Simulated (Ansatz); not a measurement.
# Dielectric function and optical constants of AlCr4B (model structure), part 2 of 3

Aim: the dielectric function of AlCr4B (model structure), and the optical constants that follow from it. This is a made-up structure; whether it can be made isn't tested. It was built so: 1 of the 2 B atoms of the cell replaced by Al in the I4/mcm structure of Cr2B.

Ansatz 0.2.0; DFT, PBE, plane-wave PAW, default files, scalar-relativistic, independent-particle optical response without local fields.

So far: The structure; Relaxation. The relaxed cell has a = 5.459, c = 4.464 Å (conventional setting).

### 3. Ground state and bands

First the ground state: is it a metal or has it a gap?

This step: DFT, PBE, plane-wave PAW, default files, scalar-relativistic, ground state (Ansatz 0.2.0).

Contents of input.yaml:

```yaml
crystal:
  lattice:
    - [-2.7296995587, 2.7296995587, 2.2322088495]
    - [2.7296995587, -2.7296995587, 2.2322088495]
    - [2.7296995587, 2.7296995587, -2.2322088495]
  atoms:
    - { symbol: Cr, position: [0.8491672708, 0.6508327292, 0.5], spin: 3.0 }
    - { symbol: Cr, position: [0.3491672708, 0.8491672708, 0.1983345417], spin: 3.0 }
    - { symbol: Cr, position: [0.1508327292, 0.3491672708, 0.5], spin: 3.0 }
    - { symbol: Cr, position: [0.6508327292, 0.1508327292, 0.8016654583], spin: 3.0 }
    - { symbol: Al, position: [0.75, 0.75, 0.0] }
    - { symbol: B, position: [0.25, 0.25, 0.0] }
magnetization:
  spin_polarized: true
kpoints:
  mp_grid: { grid: [7, 7, 7] }
  band_path:
    path:
      - [[0.0, 0.0, 0.0], [0.0, 0.0, 0.5], [-0.5, 0.5, 0.5], [0.0, 0.0, 0.0], [0.41717832, 0.41717832, -0.41717832], [0.25, 0.25, 0.25], [0.0, 0.5, 0.0], [-0.41717832, 0.58282168, 0.41717832], [-0.5, 0.5, 0.5]]
      - [[0.0, 0.0, 0.5], [0.25, 0.25, 0.25]]
    npoints: 7
scf:
  occupations: { method: fermi_dirac, width: 0.05 }
  n_extra_bands: 10
hamiltonian:
  xc: pbe
  pseudopotentials: { kind: paw }
output:
  forces: true
  stress: true
  populations: true
  write_bands: true
  write_density: true
  write_potential: true
  elf: true
  volumetric_format: npy
```

On the command line:

```bash
$ ansatz run input.yaml --threads 2 --pin off --max-ram 5120MiB --backend cpu --events-out ev --progress --plain --runs-dir out
```

The log of the run:

```text
Warning: the band count 41 (scf.n_extra_bands) hosts the net moment |M| = 12.0000 μB (N_el = 62) but caps the reachable moment at 2·n_bands − N_el = 20.0000 μB, below the 45 bands that the automatic rule leaves for it — a moment growing past the seed, or the majority channel's smearing tail, pins there with fewer empty majority states than that count leaves; raise or omit scf.n_extra_bands unless the cap is intended
[...]
Crystal: 6 atoms, lattice volume = 66.531 Å³
Basis set: ecut = 420 eV, 1319 PW (Γ), exchange–correlation on 60×60×60 points (8 copies of the dense FFT grid, shifted against one another)
Bands: 41, of which v1, the nominal top of the filled ones, is band 31 counted from 1 (30 counted from 0)
Symmetry: 8 space group operations
[...]
k-points: 40 of 343 (time reversal used)
[...]
Starting moments: Σ|m| = 12 μB on 4 of 6 sites
[...]
SCF iter   1: F=—  HF=-14216.978259 eV  |F-HF|=—  |Δ(HF+E_count)|=         —  Δρ=2.76e-1 (↑2.76e-1 ↓8.32e-2)  dr2=4.40e1  dr2_m=1.58e1  M=2.040 μB ∫|m|=2.422 μB  β_m=0.30  ethr=3.10e-3  ⟨swp⟩=6.2  Hψ=11996  notcnv=0
[...]
SCF iter  12: F=-14203.758609 eV  HF=-14203.758609 eV  |F-HF|=1.09e-11  |Δ(HF+E_count)|=  3.64e-11  Δρ=1.38e-7 (↑1.10e-7 ↓1.38e-7)  dr2=1.66e-11  dr2_m=1.78e-12  M=0.000 μB ∫|m|=0.000 μB  ethr=1.00e-12  ⟨swp⟩=7.7  Hψ=15426  notcnv=0
SCF 1 converged in 12 iterations: F = -14203.758609 eV  dr2 = 1.66e-11
[...]
NSCF: frozen V_eff on 65 k-points
SCF converged after 12 iterations
Magnetization: 0.0000 μB (31.0000 up, 31.0000 down)
Absolute magnetization: 0.0000 μB (∫|ρ↑−ρ↓|, with the PAW one-centre terms)
[...]
Per-site moments (μB) at R_I (Å): [(8.928556e-7, 0.960748), (8.928556e-7, 0.960748), (8.928556e-7, 0.960748), (8.928556e-7, 0.960748), (-9.632640e-8, 0.920786), (-1.726949e-7, 0.920786)]
Free energy (F): -14203.758609 eV
[...]
Internal energy: -14203.710292 eV  (E = F + TS)
E sigma→0 (E₀):  -14203.734450 eV
Entropy (-TS):   -0.048317 eV (-8.053 meV/atom)
Fermi energy:    16.182995 eV
[...]
--- Forces (eV/Å), atoms counted from 1 ---
  atom   1  Cr     0.00008412    -0.00008412     0.00000000
  atom   2  Cr    -0.00008412    -0.00008412     0.00000000
  atom   3  Cr    -0.00008412     0.00008412    -0.00000000
  atom   4  Cr     0.00008412     0.00008412     0.00000000
  atom   5  Al     0.00000000     0.00000000    -0.00000000
  atom   6  B     -0.00000000     0.00000000     0.00000000
  max |Σ_I F_I| component: 5.55e-17 eV/Å
--- Stress (GPa, compression-positive) ---
        0.005260       0.000000       0.000000
        0.000000       0.005260       0.000000
       -0.000000       0.000000      -0.021988
  P = ⅓ Tr σ = -0.0038 GPa (-0.038 kbar)
--- Band table (eV; the first three rows and the last of 80) ---
  k-point 0 ↑: bands = [... 27 lower, 14.2601, 15.7926, 15.8013, 16.3543, 16.3543, 16.5697, 17.0764, 17.0764, ... 6 higher]
  k-point 1 ↑: bands = [... 27 lower, 14.2974, 15.7866, 15.9249, 16.2307, 16.2412, 16.4637, 17.0608, 17.2195, ... 6 higher]
  k-point 2 ↑: bands = [... 27 lower, 14.5309, 15.7469, 15.9750, 16.0406, 16.1772, 16.4879, 17.0702, 17.3537, ... 6 higher]
  k-point 39 ↓: bands = [... 27 lower, 14.9343, 15.2651, 15.5934, 15.7541, 16.0002, 16.4440, 16.6763, 17.3227, ... 6 higher]
--- Löwdin populations: 6 sites ---
  site symbol       q [e]    m [muB]
     0     Cr     13.6917     0.0000
     1     Cr     13.6917     0.0000
     2     Cr     13.6917     0.0000
     3     Cr     13.6917     0.0000
     4     Al      3.0913    -0.0000
     5      B      3.7881    -0.0000
  spilling = 0.005704 (of n_electrons = 62.000000)
```

Elapsed: 27 s, on 2 threads of Arm Neoverse V2, shared host; peak memory 0.47 GiB; 53 s of CPU time.

Numbers from this step:

| Item | Value |
| --- | --- |
| free energy | -14203.7586 eV |
| Fermi energy | 16.18 eV |
| electrons | 62 |
| symmetry operations | 8 |
| pressure | -0.003823 GPa |
| volume | 66.53 Å³ |
| gap on the path | 0 eV |

There are states at the Fermi level within the smearing, so the occupations stay smeared and the carriers get a Drude term. The cell is left with a pressure of 0.0 GPa after its relaxation.

Both spins together. Electronic bands along the path, in eV, zero at the Fermi level; # counts the bands kept:

```
          point    #27    #28    #29    #30    #31    #32   #33   #34
              Γ  -0.38  -0.38   0.17   0.17   0.17   0.17  0.39  0.39
0.43 of the way  -0.14  -0.14  -0.07  -0.07  -0.04  -0.04  0.26  0.26
              X  -0.48  -0.48  -0.29  -0.29   0.28   0.28  0.51  0.51
0.57 of the way  -0.49  -0.49  -0.36  -0.36  -0.08  -0.08  0.21  0.21
              M  -0.75  -0.75  -0.45  -0.45  -0.03  -0.03  0.16  0.16
0.43 of the way  -0.32  -0.32  -0.31  -0.31  -0.14  -0.14  0.18  0.18
              Γ  -0.38  -0.38   0.17   0.17   0.17   0.17  0.39  0.39
0.57 of the way  -0.52  -0.52  -0.22  -0.22   0.10   0.10  0.19  0.19
              Z  -0.59  -0.59  -0.47  -0.47  -0.10  -0.10  0.14  0.14
0.57 of the way  -0.47  -0.47   0.03   0.03   0.30   0.30  0.61  0.61
              P  -0.99  -0.99   0.49   0.49   0.49   0.49  0.73  0.73
0.43 of the way  -0.91  -0.91   0.26   0.26   0.35   0.35  0.73  0.73
              N  -0.79  -0.79  -0.07  -0.07   0.14   0.14  0.73  0.73
0.43 of the way  -0.28  -0.28  -0.16  -0.16   0.18   0.18  0.29  0.29
             Z1  -0.59  -0.59  -0.47  -0.47  -0.10  -0.10  0.14  0.14
0.43 of the way  -0.70  -0.70  -0.51  -0.51   0.04   0.04  0.08  0.08
              M  -0.75  -0.75  -0.45  -0.45  -0.03  -0.03  0.16  0.16
      jump to X  -0.48  -0.48  -0.29  -0.29   0.28   0.28  0.51  0.51
0.43 of the way  -0.69  -0.69  -0.15  -0.15   0.32   0.32  0.47  0.47
              P  -0.99  -0.99   0.49   0.49   0.49   0.49  0.73  0.73
```

Electrostatic potential energy in the ac plane of the conventional cell at fractional y = 0.000, with atoms of Al and B within 0.2 Å of it. With pseudopotentials it is smooth inside the atoms' cores, unlike the true potential.

Ten even steps from '_' (-21 eV) to '@' (17 eV), each cell a mean:
```
__::%%@@@@@@@@@@@@@@@@@@@@++__
==##@@@@####%%@@%%####%%@@%%++
%%@@@@%%**==**%%##++++##@@@@%%
**##%%%%**++##%%##++++%%%%%%**
**++##%%%%%%%%@@@@%%%%@@%%****
%%****@@@@@@@@@@@@@@@@@@##++%%
%%****@@@@@@@@@@@@@@@@@@##++##
++**##%%####%%@@%%####%%%%**++
##%%@@%%**==**%%##++++##@@%%%%
##%%@@%%**++**%%##++++%%@@@@%%
..++@@@@%%%%%%@@@@%%%%@@@@##::
__..%%@@@@@@@@@@@@@@@@@@@@==__
```

ELF in the ac plane of the conventional cell at fractional y = 0.000, with atoms of Al and B within 0.2 Å of it. It is the smooth field of the valence electrons, not physical close to the nuclei.

Ten even steps from '0' (0.04) to '9' (0.69), each cell a mean:
```
169632455324883
898311343212699
996212343221489
666322343222566
026522344224641
006854565447820
016743465336730
246421243223653
876222343222478
996212343211489
588411354213796
059643565435881
```

### 4. Spectrum

With the density converged, the vertical transitions are summed over the zone.

This step: DFT, PBE, plane-wave PAW, default files, scalar-relativistic, independent-particle optical response without local fields (Ansatz 0.2.0).

Contents of input.yaml:

```yaml
crystal:
  lattice:
    - [-2.7296995587, 2.7296995587, 2.2322088495]
    - [2.7296995587, -2.7296995587, 2.2322088495]
    - [2.7296995587, 2.7296995587, -2.2322088495]
  atoms:
    - { symbol: Cr, position: [0.8491672708, 0.6508327292, 0.5] }
    - { symbol: Cr, position: [0.3491672708, 0.8491672708, 0.1983345417] }
    - { symbol: Cr, position: [0.1508327292, 0.3491672708, 0.5] }
    - { symbol: Cr, position: [0.6508327292, 0.1508327292, 0.8016654583] }
    - { symbol: Al, position: [0.75, 0.75, 0.0] }
    - { symbol: B, position: [0.25, 0.25, 0.0] }
kpoints:
  mp_grid: { grid: [9, 9, 9] }
scf:
  occupations: { method: fermi_dirac, width: 0.1 }
hamiltonian:
  xc: pbe
  pseudopotentials: { kind: paw }
output:
  optics:
    e_range: [0, 40]
    de: 0.05
    sigma: 0.15
    drude_damping: 0.1
    nscf_kmesh: { grid: [9, 9, 9] }
    bands: auto
```

The log of the run:

```text
[...]
Crystal: 6 atoms, lattice volume = 66.531 Å³
Basis set: ecut = 420 eV, 1319 PW (Γ)
Bands: 38, of which v1, the nominal top of the filled ones, is band 31 counted from 1 (30 counted from 0)
Symmetry: 8 space group operations
[...]
k-points: 75 of 729 (time reversal used)
[...]
SCF iter   1: F=—  HF=-14203.832788 eV  |F-HF|=—  |Δ(HF+E_count)|=         —  Δρ=4.76e-3  dr2=5.33e-3  ethr=1.77e-3  ⟨swp⟩=5.8  Hψ=10066  notcnv=0
[...]
SCF iter  10: F=-14203.832954 eV  HF=-14203.832954 eV  |F-HF|=3.64e-12  |Δ(HF+E_count)|=  2.36e-11  Δρ=8.91e-8  dr2=4.05e-12  ethr=1.00e-12  ⟨swp⟩=3.0  Hψ=5974  notcnv=0
SCF 1 converged in 10 iterations: F = -14203.832954 eV  dr2 = 4.05e-12
[...]
output.optics: what the bands over the 129 summed would add to eps1, eps2 and the energy-loss function is held between a lower and an upper bound (6 Lanczos steps). eps1, eps2 and their loss function (loss_summed_bands) are given on every row as the summed bands alone make them. Along an axis, on a row where the two bounds hold the loss function to about 1 % of the greater of itself and 0.5 % of |1/eps|, its cell (loss_completed) is given, with the completed eps1 and eps2 that it is formed of (a cell that is left empty reads nan in the table and null in the record). The two bounds hold it so along every axis on all 800 rows up to 40.000 eV. [rest of the remark cut]
SCF converged after 10 iterations
Free energy (F): -14203.832954 eV
[...]
Internal energy: -14203.632870 eV  (E = F + TS)
E sigma→0 (E₀):  -14203.732912 eV
Entropy (-TS):   -0.200085 eV (-33.347 meV/atom)
Fermi energy:    16.181068 eV
[...]
--- Band table (eV; the first three rows and the last of 75) ---
  k-point 0: bands = [... 27 lower, 14.2625, 15.7927, 15.8033, 16.3577, 16.3577, 16.5718, 17.0805, 17.0805, ... 3 higher]
  k-point 1: bands = [... 27 lower, 14.2970, 15.7912, 15.8803, 16.2788, 16.2849, 16.4902, 17.0652, 17.1942, ... 3 higher]
  k-point 2: bands = [... 27 lower, 14.4212, 15.7696, 16.0625, 16.0997, 16.1323, 16.4506, 17.0726, 17.3019, ... 3 higher]
  k-point 74: bands = [... 27 lower, 14.9185, 15.3261, 15.5449, 15.7495, 16.0323, 16.4098, 16.5838, 17.3996, ... 3 higher]
```

It took 12 min on 2 threads; peak memory 2.5 GiB; 19 min of CPU time.

Read from the output:

- main peak of the optical conductivity above 1 eV, first axis: 3.542 eV
- centre of weight of the strongest loss peak in the window: 21.96 eV
- Drude plasma energy, first axis: 2.642 eV
- bands summed: 129
- spectra valid up to: 57.7194 eV
- program's estimate of the k-sum error in Im epsilon: 0.04 %
- electrons in the f-sum: 41.13

Table of Im ε by photon energy; read off at these points:

```
photon energy (eV)  E ∥ x or y  E ∥ z
                 1        51.1   33.8
                 2        34.3   23.2
                 3        25.5   16.9
                 4        12.7   14.0
                 5        7.24   6.13
                 6        6.30   4.48
                 7        7.42   6.33
                 8        3.69   3.55
                 9        3.48   4.38
                10        4.44   6.21
                11        3.12   3.96
                12        2.75   3.08
                13        2.34   2.00
                14        1.99   2.00
                15        1.57   1.26
                16        1.28   1.13
                17       0.979  0.870
                18       0.731  0.780
                19       0.644  0.613
                20       0.569  0.630
                21       0.468  0.622
                22       0.409  0.496
                23       0.372  0.406
                24       0.314  0.381
                25       0.350  0.292
                26       0.302  0.288
                27       0.304  0.275
                28       0.266  0.261
                29       0.248  0.245
                30       0.230  0.230
                31       0.229  0.237
                32       0.208  0.195
                33       0.219  0.191
                34       0.205  0.179
                35       0.185  0.179
                36       0.183  0.164
                37       0.170  0.163
                38       0.151  0.147
                39       0.154  0.141
                40       0.161  0.158
```

The Re ε by photon energy:

```
photon energy (eV)  E ∥ x or y     E ∥ z
                 1        6.83     -3.08
                 2        3.59      1.29
                 3       -4.95     -4.11
                 4       -11.0     -5.66
                 5       -4.00     -4.14
                 6       -2.59     -1.77
                 7       -3.30    -0.193
                 8       -2.57    -0.525
                 9      -0.873      1.31
                10      -0.722     -1.13
                11       -1.37     -2.05
                12       -1.27     -1.83
                13       -1.21     -1.61
                14       -1.23     -1.27
                15      -0.992     -1.12
                16      -0.883    -0.779
                17      -0.704    -0.651
                18      -0.539    -0.374
                19      -0.309    -0.188
                20      -0.141   0.00201
                21     -0.0395  -0.00564
                22      0.0534    0.0132
                23       0.206     0.178
                24       0.300     0.254
                25       0.403     0.330
                26       0.455     0.416
                27       0.488     0.489
                28       0.549     0.556
                29       0.588     0.589
                30       0.645     0.665
                31       0.680     0.683
                32       0.735     0.717
                33       0.778     0.787
                34       0.796     0.815
                35       0.850     0.857
                36       0.893     0.905
                37       0.929     0.950
                38       0.995      1.02
                39        1.09      1.11
                40        1.19      1.21
```

(Part 2 of 3 ends here.)

[Long decimals in the printed logs are rounded to 6 places.]

[Logs are printed without paths, hosts, clocks, repeated set-up lines and the standing remarks that a program may print on its own settings, such as how far it seeks lower states.]

[Hosts, paths, dates, database ids (printed as entryN), source tags and the programs' standing remarks are cut or masked in the printed files.]

[Where the starting crystal was built by hand or by swapping elements, it need not be the compound's stable phase.]

[The count of steps not shown may lack steps that the program refused or didn't finish.]
